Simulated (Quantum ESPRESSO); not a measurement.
# NiO: parallel and opposed starts, part 2 of 2

Aim: find out which collinear order of NiO costs least.

Quantum ESPRESSO 7.5; LDA; plane waves with GBRV 1.5 LDA potentials, no spin-orbit coupling.

So far, largest spin moment in the atom's sphere (μB): step 2 (run 1 (ferro +)) 0.573; step 4 (start 3: antiferro q=(0,0,1/2) +−) 1.19.

**5. Run 4 (no spin polarisation)**

The input, pw.in:

```
&CONTROL
  calculation = 'scf'
  prefix = 'pwscf'
  outdir = './tmp'
  pseudo_dir = './pseudo'
  disk_io = 'nowf'
/
&SYSTEM
  ibrav = 0
  celldm(1) = 8
  nat = 2
  ntyp = 2
  ecutwfc = 40
  ecutrho = 280
  nbnd = 19
  occupations = 'smearing'
  smearing = 'fd'
  degauss = 0.00367493
/
&ELECTRONS
  conv_thr = 4d-09
  electron_maxstep = 150
  mixing_beta = 0.3
/
ATOMIC_SPECIES
Ni     58.6934 ni_lda_v1.4.uspp.F.UPF
O      15.9990 o_lda_v1.2.uspp.F.UPF
CELL_PARAMETERS alat
   0.0000000000000    0.4927228531442    0.4927228531442
   0.4927228531442    0.0000000000000    0.4927228531442
   0.4927228531442    0.4927228531442    0.0000000000000
ATOMIC_POSITIONS crystal
Ni      0.0000000000    0.0000000000    0.0000000000
O       0.5000000000    0.5000000000    0.5000000000
K_POINTS automatic
8 8 8 0 0 0
```

Started as:

```bash
$ OMP_NUM_THREADS=1 mpirun -n 4 pw.x -nk 4 -in pw.in > pw.out
```

Log:

```text
     [... lines left out ...]
Program PWSCF v.7.5 starts
     [... lines left out ...]
     number of atoms/cell      =            2
     [... lines left out ...]
     number of electrons       =        24.00
     number of Kohn-Sham states=           19
     kinetic-energy cutoff     =      40.0000  Ry
     charge density cutoff     =     280.0000  Ry
     scf convergence threshold =      4.0E-09
     [... lines left out ...]
     48 Sym. Ops., with inversion, found
     [... lines left out ...]
     number of k points=    29  Fermi-Dirac smearing, width (Ry)=  0.0037
     [... lines left out ...]
     iteration # 12     ecut=    40.00 Ry     beta= 0.30
     [... lines left out ...]
     the Fermi energy is    13.8743 ev
!    total energy              =    -375.40709186 Ry
     estimated scf accuracy    <          1.1E-09 Ry
     smearing contrib. (-TS)   =      -0.00172460 Ry
     [... lines left out ...]
     convergence has been achieved in  12 iterations
```

The job ended after 2.4 s (4 MPI ranks of Arm Neoverse V2, shared host; peak memory 0.22 GiB; 9.1 s of CPU time).

This step gave:

```yaml
smearing_term_ts: 0.02346 eV
final_state: non-magnetic (no spin polarisation)
```

**6. The states side by side**

An order is kept where moments of 0.15 μB or more survive with the typed signs; meshes match where a doubled cell samples the same k points as the first cell.

Orders:

```csv
start,final state,typed order kept,energy over the lowest (meV a seeded atom),largest site moment (μB),net moment (μB a cell of the first run),mesh matched,CPU time (s)
ferro +,ferromagnetic,yes,148.6,0.5728,0.7001,yes,16.83
"antiferro q=(0,1/2,1/2) +-",antiferromagnetic,yes,153.8,0.3749,0.003049,yes,124.2
"antiferro q=(0,0,1/2) +-",antiferromagnetic,yes,0,1.189,0,yes,59.66
no spin polarisation,non-magnetic,-,159.6,0,0,yes,9.07
```

**7. The lowest state again, with its states saved**

The input, pw.in:

```
&CONTROL
  calculation = 'scf'
  prefix = 'pwscf'
  outdir = './tmp'
  pseudo_dir = './pseudo'
  disk_io = 'low'
/
&SYSTEM
  ibrav = 0
  celldm(1) = 8
  nat = 4
  ntyp = 3
  ecutwfc = 40
  ecutrho = 280
  nbnd = 37
  occupations = 'smearing'
  smearing = 'fd'
  degauss = 0.00367493
  nspin = 2
  starting_magnetization(1) = 0.1111
  starting_magnetization(2) = -0.1111
  starting_magnetization(3) = 0
/
&ELECTRONS
  conv_thr = 8d-09
  electron_maxstep = 150
  mixing_beta = 0.3
/
ATOMIC_SPECIES
Ni1    58.6934 ni_lda_v1.4.uspp.F.UPF
Ni2    58.6934 ni_lda_v1.4.uspp.F.UPF
O      15.9990 o_lda_v1.2.uspp.F.UPF
CELL_PARAMETERS alat
   0.0000000000000    0.4927228531442    0.4927228531442
   0.4927228531442    0.0000000000000    0.4927228531442
   0.9854457062883    0.9854457062883    0.0000000000000
ATOMIC_POSITIONS crystal
Ni1     0.0000000000    0.0000000000    0.0000000000
Ni2     0.0000000000    0.0000000000    0.5000000000
O       0.5000000000    0.5000000000    0.2500000000
O       0.5000000000    0.5000000000    0.7500000000
K_POINTS automatic
8 8 4 0 0 0
```

Log:

```text
     [... lines left out ...]
Program PWSCF v.7.5 starts
     [... lines left out ...]
     number of atoms/cell      =            4
     [... lines left out ...]
     number of electrons       =        48.00
     number of Kohn-Sham states=           37
     kinetic-energy cutoff     =      40.0000  Ry
     charge density cutoff     =     280.0000  Ry
     scf convergence threshold =      8.0E-09
     [... lines left out ...]
     12 Sym. Ops., with inversion, found
     [... lines left out ...]
     number of k points=    35  Fermi-Dirac smearing, width (Ry)=  0.0037
     [... lines left out ...]
     iteration # 15     ecut=    40.00 Ry     beta= 0.30
     [... lines left out ...]
     Magnetic moment per site  (integrated on atomic sphere of radius R)
     atom   1 (R=0.203)  charge= 15.6921  magn=  1.1890
     atom   2 (R=0.203)  charge= 15.6921  magn= -1.1890
     atom   3 (R=0.203)  charge=  5.6128  magn= -0.0000
     atom   4 (R=0.203)  charge=  5.6128  magn= -0.0000
     [... lines left out ...]
     the Fermi energy is    13.8014 ev
!    total energy              =    -750.83764842 Ry
     estimated scf accuracy    <          6.6E-09 Ry
     smearing contrib. (-TS)   =      -0.00012007 Ry
     [... lines left out ...]
     total magnetization       =     0.00 Bohr mag/cell
     absolute magnetization    =     2.63 Bohr mag/cell
     convergence has been achieved in  15 iterations
```

Elapsed: 17 s, on 4 MPI ranks; peak memory 0.34 GiB.

Numbers from this step:

| Item | Value |
| --- | --- |
| smearing term TS | 0.001634 eV |
| magnetization | 0 μB |
| absolute magnetization | 2.626 μB |
| final state | antiferromagnetic |
| largest moment | 1.189 μB |

**8. Löwdin moments**

projwfc.x projects the saved states on orthogonalised atomic orbitals of the pseudopotential files.

Log:

```text
[banner, memory and clock lines left out]
Program PROJWFC v.7.5 starts

     [... lines left out ...]
     IMPORTANT: XC functional enforced from input :
     Exchange-correlation= PZ
                           (   1   1   0   0   0   0   0)
     Any further DFT definition will be discarded
     Please, verify this is what you really want

     G-vector sticks info

     Check: negative core charge=   -0.000015

     Gaussian broadening (read from input): ngauss,degauss=   0    0.010000

     Calling projwave ....

  Problem Sizes
  natomwfc =           34
  nbnd     =           37
  nkstot   =           70
  npwx     =         1075
  nkb      =           62

     Atomic states used for projection
     (read from pseudopotential files):

     state #   1: atom   1 (Ni1), wfc  1 (l=0 m= 1)
     state #   2: atom   1 (Ni1), wfc  2 (l=1 m= 1)
     state #   3: atom   1 (Ni1), wfc  2 (l=1 m= 2)
     state #   4: atom   1 (Ni1), wfc  2 (l=1 m= 3)
     state #   5: atom   1 (Ni1), wfc  3 (l=2 m= 1)
     state #   6: atom   1 (Ni1), wfc  3 (l=2 m= 2)
     state #   7: atom   1 (Ni1), wfc  3 (l=2 m= 3)
     state #   8: atom   1 (Ni1), wfc  3 (l=2 m= 4)
     state #   9: atom   1 (Ni1), wfc  3 (l=2 m= 5)
     state #  10: atom   1 (Ni1), wfc  4 (l=0 m= 1)
     state #  11: atom   1 (Ni1), wfc  5 (l=1 m= 1)
     state #  12: atom   1 (Ni1), wfc  5 (l=1 m= 2)
     state #  13: atom   1 (Ni1), wfc  5 (l=1 m= 3)
     state #  14: atom   2 (Ni2), wfc  1 (l=0 m= 1)
     state #  15: atom   2 (Ni2), wfc  2 (l=1 m= 1)
     state #  16: atom   2 (Ni2), wfc  2 (l=1 m= 2)
     state #  17: atom   2 (Ni2), wfc  2 (l=1 m= 3)
     state #  18: atom   2 (Ni2), wfc  3 (l=2 m= 1)
     state #  19: atom   2 (Ni2), wfc  3 (l=2 m= 2)
     state #  20: atom   2 (Ni2), wfc  3 (l=2 m= 3)
     state #  21: atom   2 (Ni2), wfc  3 (l=2 m= 4)
     state #  22: atom   2 (Ni2), wfc  3 (l=2 m= 5)
     state #  23: atom   2 (Ni2), wfc  4 (l=0 m= 1)
     state #  24: atom   2 (Ni2), wfc  5 (l=1 m= 1)
     state #  25: atom   2 (Ni2), wfc  5 (l=1 m= 2)
     state #  26: atom   2 (Ni2), wfc  5 (l=1 m= 3)
     state #  27: atom   3 (O  ), wfc  1 (l=0 m= 1)
     state #  28: atom   3 (O  ), wfc  2 (l=1 m= 1)
     state #  29: atom   3 (O  ), wfc  2 (l=1 m= 2)
     state #  30: atom   3 (O  ), wfc  2 (l=1 m= 3)
     state #  31: atom   4 (O  ), wfc  1 (l=0 m= 1)
     state #  32: atom   4 (O  ), wfc  2 (l=1 m= 1)
     state #  33: atom   4 (O  ), wfc  2 (l=1 m= 2)
     state #  34: atom   4 (O  ), wfc  2 (l=1 m= 3)

 [... projections of the bands left out ...]

Lowdin Charges:

     Atom #   1: total charge =  17.7146, s =  2.3762, p =  6.9111, d =  8.4273,
                 spin up      =   9.4474, s =  1.1829,
                 spin up      =   9.4474, p =  3.4481, pz=  1.1494, px=  1.1494, py=  1.1494,
                 spin up      =   9.4474, d =  4.8164, dz2=  0.9308, dxz=  0.9849, dyz=  0.9849, dx2-y2=  0.9308, dxy=  0.9849,
                 spin down    =   8.2672, s =  1.1933,
                 spin down    =   8.2672, p =  3.4630, pz=  1.1543, px=  1.1543, py=  1.1543,
                 spin down    =   8.2672, d =  3.6108, dz2=  0.3460, dxz=  0.9729, dyz=  0.9729, dx2-y2=  0.3460, dxy=  0.9729,
                 polarization =   1.1803, s = -0.0104, p = -0.0149, d =  1.2056,
     Atom #   2: total charge =  17.7146, s =  2.3762, p =  6.9111, d =  8.4273,
                 spin up      =   8.2672, s =  1.1933,
                 spin up      =   8.2672, p =  3.4630, pz=  1.1543, px=  1.1543, py=  1.1543,
                 spin up      =   8.2672, d =  3.6108, dz2=  0.3460, dxz=  0.9729, dyz=  0.9729, dx2-y2=  0.3460, dxy=  0.9729,
                 spin down    =   9.4474, s =  1.1829,
                 spin down    =   9.4474, p =  3.4481, pz=  1.1494, px=  1.1494, py=  1.1494,
                 spin down    =   9.4474, d =  4.8164, dz2=  0.9308, dxz=  0.9849, dyz=  0.9849, dx2-y2=  0.9308, dxy=  0.9849,
                 polarization =  -1.1803, s =  0.0104, p =  0.0149, d = -1.2056,
     Atom #   3: total charge =   6.2270, s =  1.6447, p =  4.5824, d =  0.0000,
                 spin up      =   3.1135, s =  0.8223,
                 spin up      =   3.1135, p =  2.2912, pz=  0.7637, px=  0.7637, py=  0.7637,
                 spin up      =   3.1135, d =  0.0000, dz2=  0.0000, dxz=  0.0000, dyz=  0.0000, dx2-y2=  0.0000, dxy=  0.0000,
                 spin down    =   3.1135, s =  0.8223,
                 spin down    =   3.1135, p =  2.2912, pz=  0.7637, px=  0.7637, py=  0.7637,
                 spin down    =   3.1135, d =  0.0000, dz2=  0.0000, dxz=  0.0000, dyz=  0.0000, dx2-y2=  0.0000, dxy=  0.0000,
                 polarization =  -0.0000, s = -0.0000, p = -0.0000, d =  0.0000,
     Atom #   4: total charge =   6.2270, s =  1.6447, p =  4.5824, d =  0.0000,
                 spin up      =   3.1135, s =  0.8223,
                 spin up      =   3.1135, p =  2.2912, pz=  0.7637, px=  0.7637, py=  0.7637,
                 spin up      =   3.1135, d =  0.0000, dz2=  0.0000, dxz=  0.0000, dyz=  0.0000, dx2-y2=  0.0000, dxy=  0.0000,
                 spin down    =   3.1135, s =  0.8223,
                 spin down    =   3.1135, p =  2.2912, pz=  0.7637, px=  0.7637, py=  0.7637,
                 spin down    =   3.1135, d =  0.0000, dz2=  0.0000, dxz=  0.0000, dyz=  0.0000, dx2-y2=  0.0000, dxy=  0.0000,
                 polarization =  -0.0000, s = -0.0000, p = -0.0000, d =  0.0000,
     Spilling Parameter:   0.0024
```

The job ended after 1.5 s (4 MPI ranks; peak memory 0.06 GiB; 5.8 s of CPU time).

| atom | moment in the sphere (μB) | Löwdin moment (μB) | Löwdin charge (e) |
| --- | --- | --- | --- |
| Ni1 | 1.189 | 1.180 | 17.715 |
| Ni2 | -1.189 | -1.180 | 17.715 |
| O3 | 0.000 | 0.000 | 6.227 |
| O4 | 0.000 | 0.000 | 6.227 |

**9. Summary of results**

```
lowest state found      : antiferromagnetic (from antiferro q=(0,0,1/2) +-)
largest site moment     : 1.19 μB
next state with moments : ferromagnetic, 149 meV a seeded atom higher
state without moments   : 160 meV a seeded atom higher
```

What this shows: The largest moment reads 1.19 μB in the sphere and 1.18 μB by Löwdin projection; a site moment hangs on how space is shared out. Only these 4 starts were compared; other wavevectors, canted and longer-period orders were not. No Hubbard term acts here. In such compounds local and semilocal functionals without one often delocalise the d electrons, and can shrink or lose moments and miss the size, sign and order of the couplings.

[Logs and program files are shortened in this print: banners, set-up blocks, solver, clock and traceback lines can be left out without a mark of their own.]

[Logs are printed without paths, hosts, clocks, repeated set-up lines and the standing remarks that a program may print on its own settings, such as how far it seeks lower states.]

[Hosts, paths, dates, database ids (printed as entryN), source tags and the programs' standing remarks are cut or masked in the printed files.]

[Where a cell is said to come from a database of computed structures, the database is the Materials Project.]
